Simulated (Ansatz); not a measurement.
# Decaying states in the gap of Na2ZnCdF6, part 3 of 3

Wanted: the relaxed cell of Na2ZnCdF6, its band edges and its decay constants. It is built by putting Zn for part of the Cd in the NaCdF3 structure of space group R3c, with the volume rescaled by atomic radii. The parent structure comes from the Materials Project.

Ansatz 0.2.0; PBEsol DFT, plane waves, PAW files (the session's first sound run).

So far, gap on the k-mesh (eV): step 3 (the bulk crystal and its band edges, PBEsol) 3.45; step 6 (LDA) 3.32.

The structure was built from a prototype and need not be the compound's stable phase.

## (7) Complex bands at another level

This step: LDA DFT, plane waves, PAW files; complex bands by layer matching along the plane's normal (Ansatz 0.2.0).

The complex bands at that level, over its own gap, at (0, 0) and (0.5, 0).

File input.yaml:

```yaml
crystal:
  lattice:
    - [5.612336937, 0.0, 0.0]
    - [2.806168468, 4.860426362, 0.0]
    - [2.806168468, -1.620142121, 4.844537066]
  atoms:
    - { symbol: Na, position: [0.5722508462, 0.7138745769, 0.1416237307] }
    - { symbol: Na, position: [0.5674681496, 0.2162659252, 0.6487977756] }
    - { symbol: Zn, position: [0.9965012582, 0.0017493709, 0.0052481127] }
    - { symbol: Cd, position: [0.0024959312, 0.4987520344, 0.4962561032] }
    - { symbol: F, position: [0.4691061285, 0.6508947893, 0.7981632592] }
    - { symbol: F, position: [0.081835823, 0.2672693877, 0.7981632592] }
    - { symbol: F, position: [0.8527315301, 0.8799990822, 0.7981632592] }
    - { symbol: F, position: [0.0819472095, 0.1218316523, 0.2791968335] }
    - { symbol: F, position: [0.8426348188, 0.7962211382, 0.2791968335] }
    - { symbol: F, position: [0.5170243047, 0.361144043, 0.2791968335] }
kpoints:
  mp_grid: { grid: [6, 6, 6] }
scf:
  occupations: { method: fixed }
hamiltonian:
  xc: lda
output:
  eigenvalues: true
  transmission:
    leads: [[0, 0]]
    kpoints: [[0.0, 0.0], [0.5, 0.0]]
    e_range: [-1.0, 4.32]
    de: 0.13
```

On the command line:

```bash
$ ansatz run input.yaml --threads 2 --pin off --max-ram 4096MiB --backend cpu --events-out ev --progress --plain --runs-dir out
```

Numbers of over 12 decimals in the logs are rounded to 6 here.

Output:

```text
[...]
Crystal: 10 atoms, lattice volume = 132.151 Å³
Basis set: ecut = 420 eV, 2585 PW (Γ)
Bands: 56, of which v1, the nominal top of the filled ones, is band 46 counted from 1 (45 counted from 0)
Symmetry: 3 space group operations
[...]
k-points: 40 of 216 (time reversal used)
[...]
SCF iter   1: F=—  HF=-19067.619510 eV  |F-HF|=—  |Δ(HF+E_count)|=         —  Δρ=2.08e-2  dr2=4.02e-1  ethr=1.77e-3  ⟨swp⟩=5.0  Hψ=7093  notcnv=0  defer=320
[...]
SCF iter   8: F=-19067.494035 eV  HF=-19067.494035 eV  |F-HF|=6.87e-9  |Δ(HF+E_count)|=   2.86e-8  Δρ=6.06e-6  dr2=4.64e-8  ethr=1.09e-10  ⟨swp⟩=9.7  Hψ=8465  notcnv=0
SCF 1 converged in 8 iterations: F = -19067.494035 eV  dr2 = 4.64e-8
[...]
transmission: 8 of 16 steps passed
transmission: 16 of 16 steps passed
SCF converged after 8 iterations
Free energy (F): -19067.494035 eV
[...]
Internal energy: -19067.494035 eV  (E = F + TS)
E sigma→0 (E₀):  -19067.494035 eV
Fermi energy:    2.853018 eV
[...]
--- Band table (eV; the first three rows and the last of 40) ---
  k-point 0: bands = [... 42 lower, 1.7419, 1.7419, 2.8530, 2.8530, 6.1767, 11.4682, 12.5210, 12.9206, ... 6 higher]
  k-point 1: bands = [... 42 lower, 1.7314, 1.7831, 2.7416, 2.7473, 6.5290, 10.8853, 12.5522, 12.8330, ... 6 higher]
  k-point 2: bands = [... 42 lower, 1.7933, 1.8641, 2.4695, 2.4775, 7.3894, 9.8282, 12.5109, 12.7277, ... 6 higher]
  k-point 39: bands = [... 42 lower, 1.8122, 1.8331, 2.4320, 2.4934, 8.6693, 9.6730, 11.2148, 11.3914, ... 6 higher]
--- Transmission ---
  basis      : 241 plane waves across, 8 finite elements along
  points     : 2, as listed
[...]
channels       : 0.000000e0 a spin
[...]
slowest decay  : 0.3852 /Å at (0.0000, 0.0000)
```

It took 50 s on 2 threads of Arm Neoverse V2, shared host; peak memory 0.74 GiB.

This step gave:

```yaml
level_to_which_the_leads_are_filled: 1.662 eV from the Fermi level
decay_constant_at_the_filling_level_zone_centre: 0.3852 Å⁻¹
decay_constant_at_the_filling_level_slowest_listed_point: 0.3852 Å⁻¹
```

K parallel (0, 0); values up to 1.5 1/Å, a degenerate pair printed once or twice; energies at which all values exceed this have no row. Table of Im kz of the slowest decaying states by energy, zero at the highest filled level on the SCF mesh:

```csv
energy (eV),decay 1 (Å⁻¹),decay 2 (Å⁻¹),decay 3 (Å⁻¹),decay 4 (Å⁻¹)
-1.00,0.250,0.475,0.529,0.722
-0.61,0.0448,0.336,0.719,0.763
-0.22,0.380,0.851,0.877,0.908
0.04,0.129,0.397,0.897,0.913
0.17,0.258,0.403,0.896,0.928
0.43,0.395,0.410,0.897,0.957
0.82,0.412,0.520,0.910,0.992
1.21,0.404,0.607,0.927,1.02
1.60,0.385,0.672,0.944,1.04
1.99,0.356,0.722,0.961,1.06
2.38,0.313,0.762,0.977,1.08
2.77,0.249,0.794,0.994,1.09
3.03,0.186,0.810,1.01,1.09
3.42,0.829,1.03,1.10,1.22
3.81,0.842,1.05,1.10,1.21
4.20,0.850,1.07,1.10,1.19
```

K parallel (0.5, 0); values up to 1.5 1/Å, a degenerate pair printed once or twice; energies at which all values exceed this have no row. Im kz of the slowest decaying states against energy, zero at the highest filled level on the SCF mesh:

```csv
energy (eV),decay 1 (Å⁻¹),decay 2 (Å⁻¹),decay 3 (Å⁻¹),decay 4 (Å⁻¹)
-1.00,0.190,0.430,0.598,0.900
-0.74,0.108,0.327,0.615,0.770
-0.48,0.198,0.748,0.832,0.846
-0.22,0.391,0.797,0.885,0.973
0.04,0.138,0.470,0.843,0.888
0.30,0.340,0.522,0.883,0.906
0.56,0.449,0.559,0.916,0.932
0.82,0.530,0.588,0.945,0.962
1.08,0.597,0.609,0.968,0.994
1.34,0.625,0.656,0.986,1.03
1.60,0.636,0.712,0.999,1.09
1.86,0.643,0.776,0.956,1.05
2.12,0.646,0.863,1.11,1.14
2.38,0.646,0.867,1.15,1.16
2.64,0.642,0.873,1.17,1.19
2.90,0.634,0.877,1.19,1.21
3.16,0.623,0.881,1.21,1.23
3.42,0.607,0.883,1.23,1.24
3.68,0.587,0.884,1.23,1.24
3.94,0.561,0.884,1.24,1.24
4.20,0.530,0.883,1.23,1.24
```

At the listed wavevectors the last open channel is at -0.09 eV and the next at +3.42 eV on the grid. At +1.60 eV, the grid energy nearest the filling level (the middle of the gap on the SCF mesh), the slowest state at the listed wavevectors decays with κ = 0.385 Å⁻¹, its amplitude falling by e over 2.6 Å; the first such run, plane (001), gave 0.394 Å⁻¹.

## (8) A repeat with changed settings

This step: PBEsol DFT, plane waves, PAW files; complex bands by layer matching along the plane's normal; changed: output.transmission.temperature = 600.0, output.transmission.e_range = [-0.5, 0.5], output.transmission.de = 0.05 (Ansatz 0.2.0).

This run repeats an earlier one, its twin (the complex run, plane (001)), with three settings changed (output.transmission.e_range, output.transmission.de, output.transmission.temperature; files written aside). It is meant to test what the energy window and step decide and how the leads' temperature enters. Where the input is shown as a difference, that is against the step before, not the twin.

input.yaml, as its differences from that of step 7:

```diff
@@ -21,3 +21,3 @@
 hamiltonian:
-  xc: lda
+  xc: pbesol
 output:
@@ -27,3 +27,4 @@
     kpoints: [[0.0, 0.0], [0.5, 0.0]]
-    e_range: [-1.0, 4.32]
-    de: 0.13
+    e_range: [-0.5, 0.5]
+    de: 0.05
+    temperature: 600.0
```

Output:

```text
[...]
Crystal: 10 atoms, lattice volume = 132.151 Å³
Basis set: ecut = 420 eV, 2585 PW (Γ)
Bands: 56, of which v1, the nominal top of the filled ones, is band 46 counted from 1 (45 counted from 0)
Symmetry: 3 space group operations
[...]
k-points: 40 of 216 (time reversal used)
[...]
SCF iter   1: F=—  HF=-19226.919073 eV  |F-HF|=—  |Δ(HF+E_count)|=         —  Δρ=1.40e-2  dr2=1.60e-1  ethr=1.77e-3  ⟨swp⟩=5.0  Hψ=7084  notcnv=0  defer=320
[...]
SCF iter   7: F=-19226.872039 eV  HF=-19226.872039 eV  |F-HF|=9.12e-8  |Δ(HF+E_count)|=   2.88e-6  Δρ=7.18e-6  dr2=6.68e-8  ethr=1.09e-10  ⟨swp⟩=7.6  Hψ=9571  notcnv=0
SCF 1 converged in 7 iterations: F = -19226.872039 eV  dr2 = 6.68e-8
[...]
transmission: 6 of 12 steps passed
transmission: 12 of 12 steps passed
SCF converged after 7 iterations
Free energy (F): -19226.872039 eV
[...]
Internal energy: -19226.872039 eV  (E = F + TS)
E sigma→0 (E₀):  -19226.872039 eV
Fermi energy:    3.209283 eV
[...]
--- Band table (eV; the first three rows and the last of 40) ---
  k-point 0: bands = [... 42 lower, 2.0787, 2.0787, 3.2093, 3.2093, 6.6562, 11.9630, 13.0455, 13.4995, ... 6 higher]
  k-point 1: bands = [... 42 lower, 2.0704, 2.1193, 3.0997, 3.1039, 7.0050, 11.3785, 13.0921, 13.4216, ... 6 higher]
  k-point 2: bands = [... 42 lower, 2.1338, 2.2011, 2.8305, 2.8396, 7.8621, 10.3157, 13.0618, 13.3066, ... 6 higher]
  k-point 39: bands = [... 42 lower, 2.1511, 2.1747, 2.7884, 2.8554, 9.1360, 10.1513, 11.7523, 11.9245, ... 6 higher]
--- Transmission ---
  basis      : 241 plane waves across, 6 finite elements along
  points     : 2, as listed
[...]
channels       : 0.000000e0 a spin
[...]
slowest decay  : 0.4208 /Å at (0.0000, 0.0000)
```

Wall time 31 s (2 threads); peak memory 0.59 GiB; 55 s of CPU time.

Numbers from this step:

```
free energy                         : -19226.8720 eV
Fermi energy                        : 3.209 eV
gap on the k-mesh                   : 3.447 eV
level to which the leads are filled : 1.723 eV from the Fermi level
```

K parallel (0, 0); values up to 1.5 1/Å, a degenerate pair printed once or twice; energies at which all values exceed this have no row. Im kz of the slowest decaying states against energy, zero at the highest filled level on the SCF mesh:

```csv
energy (eV),decay 1 (Å⁻¹),decay 2 (Å⁻¹),decay 3 (Å⁻¹),decay 4 (Å⁻¹)
-0.500,0.360,0.779,0.823,0.844
-0.450,0.366,0.797,0.841,0.852
-0.400,0.371,0.813,0.859,0.861
-0.350,0.376,0.829,0.869,0.877
-0.300,0.381,0.843,0.877,0.893
-0.250,0.386,0.857,0.884,0.910
-0.200,0.390,0.870,0.892,0.926
-0.150,0.394,0.882,0.899,0.943
-0.100,0.397,0.892,0.906,0.960
-0.050,0.400,0.901,0.912,0.977
0.000,0.0162,0.403,0.907,0.919
0.050,0.144,0.406,0.911,0.925
0.100,0.201,0.408,0.911,0.931
0.150,0.244,0.411,0.910,0.937
0.200,0.280,0.413,0.909,0.943
0.250,0.310,0.415,0.908,0.948
0.300,0.337,0.416,0.908,0.954
0.350,0.361,0.418,0.908,0.959
0.400,0.384,0.419,0.909,0.964
0.450,0.404,0.420,0.910,0.969
0.500,0.421,0.423,0.911,0.974
```

K parallel (0, 0). The Re kz of states that move upwards by energy, zero at the highest filled level on the SCF mesh:

```csv
energy (eV),channel 1 (Å⁻¹),channel 2 (Å⁻¹)
-0.500,-0.536,-0.522
-0.450,-0.494,-0.483
-0.400,-0.455,-0.447
-0.350,-0.417,-0.412
-0.300,-0.379,-0.376
-0.250,-0.341,-0.340
-0.200,-0.301,-0.300
-0.150,-0.259,-0.256
-0.100,-0.210,-0.205
-0.050,-0.148,-0.141
0.000,-,-
0.050,-,-
0.100,-,-
0.150,-,-
0.200,-,-
0.250,-,-
0.300,-,-
0.350,-,-
0.400,-,-
0.450,-,-
0.500,-,-
```

K parallel (0.5, 0); values up to 1.5 1/Å, a degenerate pair printed once or twice; energies at which all values exceed this have no row. Im kz of the slowest decaying states against energy, zero at the highest filled level on the SCF mesh:

```csv
energy (eV),decay 1 (Å⁻¹),decay 2 (Å⁻¹),decay 3 (Å⁻¹),decay 4 (Å⁻¹)
-0.500,0.0262,0.176,0.760,0.831
-0.450,0.235,0.768,0.861,0.865
-0.400,0.288,0.778,0.873,0.890
-0.350,0.325,0.787,0.880,0.917
-0.300,0.354,0.796,0.888,0.943
-0.250,0.378,0.806,0.895,0.969
-0.200,0.398,0.815,0.902,0.994
-0.150,0.417,0.824,0.909,1.02
-0.100,0.433,0.832,0.916,1.04
-0.050,0.448,0.841,0.923,1.07
0.000,0.0514,0.461,0.849,0.916
0.050,0.152,0.473,0.858,0.913
0.100,0.207,0.485,0.865,0.913
0.150,0.249,0.496,0.873,0.915
0.200,0.284,0.505,0.881,0.918
0.250,0.315,0.515,0.888,0.921
0.300,0.342,0.524,0.895,0.925
0.350,0.366,0.532,0.902,0.929
0.400,0.389,0.539,0.908,0.934
0.450,0.410,0.547,0.915,0.938
0.500,0.429,0.554,0.921,0.943
```

## (9) Results

```json
{"band gap": "3.45 eV", "least decay constant at mid-gap, normal to (001)": "0.394 Å⁻¹", "least decay constant on a mesh, normal to (001)": "0.391 Å⁻¹", "least decay constant, LDA": "0.385 Å⁻¹"}
```

**Reading.** With PBEsol, the slowest decay at the wavevectors tried is κ = 0.394 Å⁻¹, normal to (001). Through such a film the transmission near mid-gap falls as exp(−2κd), a factor of ten every 2.9 Å. A free electron under a barrier of half the gap would need a mass of 0.34 mₑ to decay at this rate. With LDA the gap goes from 3.45 to 3.32 eV and the decay constant, over the first 2 listed wavevectors, from 0.394 to 0.385 Å⁻¹. The compound is made up by substitution; its stability against other phases and against distortions of the cell's symmetry was not tested. A semilocal functional narrows gaps, so real decay constants are likely larger.

[Logs are printed without paths, hosts, clocks, repeated set-up lines and the standing remarks that a program may print on its own settings, such as how far it seeks lower states.]

[Hosts, paths, dates, database ids (printed as entryN), source tags and the programs' standing remarks are cut or masked in the printed files.]
